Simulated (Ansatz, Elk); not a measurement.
# Li2ZrNiS4: X-ray structure factors from the self-consistent density, part 2 of 2

Structure refinements treat a crystal as free atoms side by side. For a made-up structure of Li2ZrNiS4 (cell and positions from a PBE relaxation) the runs below show what the calculated density changes in F(hkl).

Elk 11.2.3 (patched build); all-electron DFT.

So far: Starting point; Ground state and structure factors; The magnetisation density; The highest occupied states alone.

The structure was built from a prototype and need not be the compound's stable phase.

## 5. Another functional

Level of this step: DFT, LDA (Perdew-Wang), all-electron APW+lo, Dirac cores, scalar-relativistic bands, static density, ferromagnetic start (Elk).

The difference from free atoms is small, so it is set against the change that LDA (Perdew-Wang) makes.

elk.in reads:

```
tasks
  0
  195
  196

xctype
  3

spinpol
  .true.

rgkmax
  7.0

gmaxvr
  14.0

lmaxo
  7

lmaxapw
  8

swidth
  0.002

tshift
  .false.

ramdisk
  .false.

hmaxvr
  5.5

maxscl
  120

epspot
  1e-06

reducebf
  0.8

sppath
  './'

avec
  12.14796132362 0.00000000000 0.16445018609
  0.00000000000 6.87209725507 0.00000000000
  -3.88539905507 0.00000000000 10.92363823304

atoms
  4
  'Zr.in'
  1
  0.5000000000 0.0000000000 0.5000000000   0.000000 0.000000 0.000000
  'Ni.in'
  1
  0.5000000000 0.5000000000 0.0000000000   0.000000 0.000000 -0.065000
  'S.in'
  4
  0.7437391150 0.5000000000 0.7515134986   0.000000 0.000000 0.000000
  0.7267964548 0.0000000000 0.2275872875   0.000000 0.000000 0.000000
  0.2562608850 0.5000000000 0.2484865014   0.000000 0.000000 0.000000
  0.2732035452 0.0000000000 0.7724127125   0.000000 0.000000 0.000000
  'Li.in'
  2
  0.0000000000 0.5000000000 0.5000000000   0.000000 0.000000 0.000000
  0.0000000000 0.0000000000 -0.0000000000   0.000000 0.000000 0.000000

ngridk
  3 5 4
```

Started as:

```
> OMP_NUM_THREADS=4 elk
```

Numbers of over 12 decimals in the logs are rounded to 6 here.

Log:

```text
┌─────────────────────────┐
│ Elk code version 11.2.3 │
└─────────────────────────┘

All units are atomic (Hartree, Bohr, etc.)

┌─────────────────────────────────────────────────┐
│ Ground-state run starting from atomic densities │
└─────────────────────────────────────────────────┘

Lattice vectors :
   12.14796132       0.000000000      0.1644501861
   0.000000000       6.872097255       0.000000000
  -3.885399055       0.000000000       10.92363823

Reciprocal lattice vectors :
  0.5147428749      -0.000000000      0.1830874876
[...]
error                       :   0.2011436319E-02

Moments :
 interstitial                :   0.1800334899
 muffin-tins
  species : 1 (Zr)
[...]
species : 2 (Ni)
[...]
species : 3 (S)
[...]
species : 4 (Li)
   atom 1                    :   0.1260749133E-01
   atom 2                    :  -0.4094014973E-03
 total in muffin-tins        :    1.479044143
 total moment                :    1.659077633

┌──────────────────────────────┐
│ Self-consistent loop stopped │
└──────────────────────────────┘

Warning : core states of species 2 leak from the muffin-tin :   0.2843137772E-03

Wrote STATE.OUT
[key lines of the parts left out:]
total energy                :     -6720.8729682489
```

Wall time 3.8 min (4 threads of Arm Neoverse V1, shared host); peak memory 0.4 GiB; 12 min of CPU time.

Against the first run R = 0.09 %; the largest change is +0.107 at 002. The moment goes from 1.97 to 1.66 μB.

## 6. Basis size

A smaller basis shows how fast F responds to it; the change is likely larger than the basis error of the first run, but doesn't show convergence.

elk.in: that of step 5 with these lines changed.

```diff
@@ -6,3 +6,3 @@
 xctype
-  3
+  20
 
@@ -12,3 +12,3 @@
 rgkmax
-  7.0
+  5.5
```

Started as:

```
> OMP_NUM_THREADS=4 elk
```

Log:

```text
┌─────────────────────────┐
│ Elk code version 11.2.3 │
└─────────────────────────┘

All units are atomic (Hartree, Bohr, etc.)

┌─────────────────────────────────────────────────┐
│ Ground-state run starting from atomic densities │
└─────────────────────────────────────────────────┘

Lattice vectors :
   12.14796132       0.000000000      0.1644501861
   0.000000000       6.872097255       0.000000000
  -3.885399055       0.000000000       10.92363823

Reciprocal lattice vectors :
  0.5147428749      -0.000000000      0.1830874876
[...]
error                       :   0.1885585535E-02

Moments :
 interstitial                :   0.2037993962
 muffin-tins
  species : 1 (Zr)
[...]
species : 2 (Ni)
[...]
species : 3 (S)
[...]
species : 4 (Li)
   atom 1                    :   0.1324641049E-01
   atom 2                    :  -0.5977420490E-03
 total in muffin-tins        :    1.771183384
 total moment                :    1.974982780

┌──────────────────────────────┐
│ Self-consistent loop stopped │
└──────────────────────────────┘

Warning : core states of species 2 leak from the muffin-tin :   0.2708590259E-03

Wrote STATE.OUT
[key lines of the parts left out:]
total energy                :     -6732.1429755652
```

It took 8 min on 4 threads; peak memory 0.55 GiB.

Against the first run R = 0.05 %; the largest change is -0.044 at 2 0 -2. The moment goes from 1.97 to 1.97 μB.

## 7. With a Hubbard U

A Hubbard U is put on the d shell, to see how far it moves the factors.

elk.in: that of step 6 with these lines changed.

```diff
@@ -12,3 +12,3 @@
 rgkmax
-  5.5
+  7.0
 
@@ -73 +73,5 @@
   3 5 4
+
+dft+u
+  1 1
+  2 2 0.220496 0.000000
```

Started as:

```
> OMP_NUM_THREADS=4 elk
```

Log:

```text
┌─────────────────────────┐
│ Elk code version 11.2.3 │
└─────────────────────────┘

All units are atomic (Hartree, Bohr, etc.)

┌─────────────────────────────────────────────────┐
│ Ground-state run starting from atomic densities │
└─────────────────────────────────────────────────┘

Lattice vectors :
   12.14796132       0.000000000      0.1644501861
   0.000000000       6.872097255       0.000000000
  -3.885399055       0.000000000       10.92363823

Reciprocal lattice vectors :
  0.5147428749      -0.000000000      0.1830874876
[...]
Moments :
 interstitial                :   0.1238362946
 muffin-tins
  species : 1 (Zr)
[...]
species : 2 (Ni)
[...]
species : 3 (S)
[...]
species : 4 (Li)
   atom 1                    :   0.8314339225E-02
   atom 2                    :  -0.2955141853E-03
 total in muffin-tins        :    1.875813420
 total moment                :    1.999649715

RMS change in Kohn-Sham potential (target) :   0.2429584826E-05 (  0.1000000000E-05)
Absolute change in total energy (target)   :   0.3010419550E-04 (  0.1000000000E-03)

┌──────────────────┐
│ Loop number : 29 │
└──────────────────┘
[key lines of the parts left out:]
total energy                :     -6732.1246158072
```

Elapsed: 10 min, on 4 threads; peak memory 0.58 GiB.

The run was cut off at its time limit.

## 8. Settings against the effect

```csv
run,R against the first run (%),"R against neutral atoms, low angle (%)",wall time
"PBE, rgkmax 7",0.00,0.61,7.8 min
LDA (Perdew-Wang),0.09,0.59,3.8 min
rgkmax 5.5,0.05,0.61,8 min
```

## 9. Outcome

```yaml
r_against_neutral_atoms_sin_theta_lambda_0p3_a_minus1: 0.61 %
r_against_neutral_atoms_0p3_to_0p48_a_minus1: 0.43 %
```

In words: Independent neutral atoms miss the calculated amplitudes by R = 0.61 % below 0.3 Å⁻¹ and 0.43 % from there to 0.48 Å⁻¹; by shells, 0.34 % below 0.15 Å⁻¹ (5 forms), 0.62 % 0.15 to 0.3 (38 forms), 0.46 % 0.3 to 0.45 (91 forms), 0.27 % above 0.45 (15 forms). Bonding, aspherical density and the tables' own atoms all enter these figures, and the runs don't part them. The largest change of an amplitude is -0.67 electrons, at 1 1 -1. Weak lines can change much in proportion: 211 goes from 0.97 to 1.15. The magnetic order is that of the start. No other order was tried here, and an antiferromagnetic one would change or move the magnetic intensity. The window's part falls from 32.6 electrons at the origin to at most 2.18 between 0.45 and 0.48 Å⁻¹, where compact states inside the window still scatter. Below 0.3 Å⁻¹ the changes that finished (LDA (Perdew-Wang) and rgkmax 5.5) move F by R = 0.07 % at most, against the 0.61 % that separates it from free atoms. The magnetic factors move by R = 17.7 % (LDA (Perdew-Wang)) and 1.6 % (rgkmax 5.5), so they aren't settled to better than that. The k-mesh has no finished test. Part of the difference isn't bonding: the tables are fits to free atoms and ions calculated by other methods than this functional. Thermal motion, anomalous dispersion and extinction are left out.

[Logs are printed without paths, hosts, clocks, repeated set-up lines and the standing remarks that a program may print on its own settings, such as how far it seeks lower states.]

[Hosts, paths, dates, database ids (printed as entryN), source tags and the programs' standing remarks are cut or masked in the printed files.]
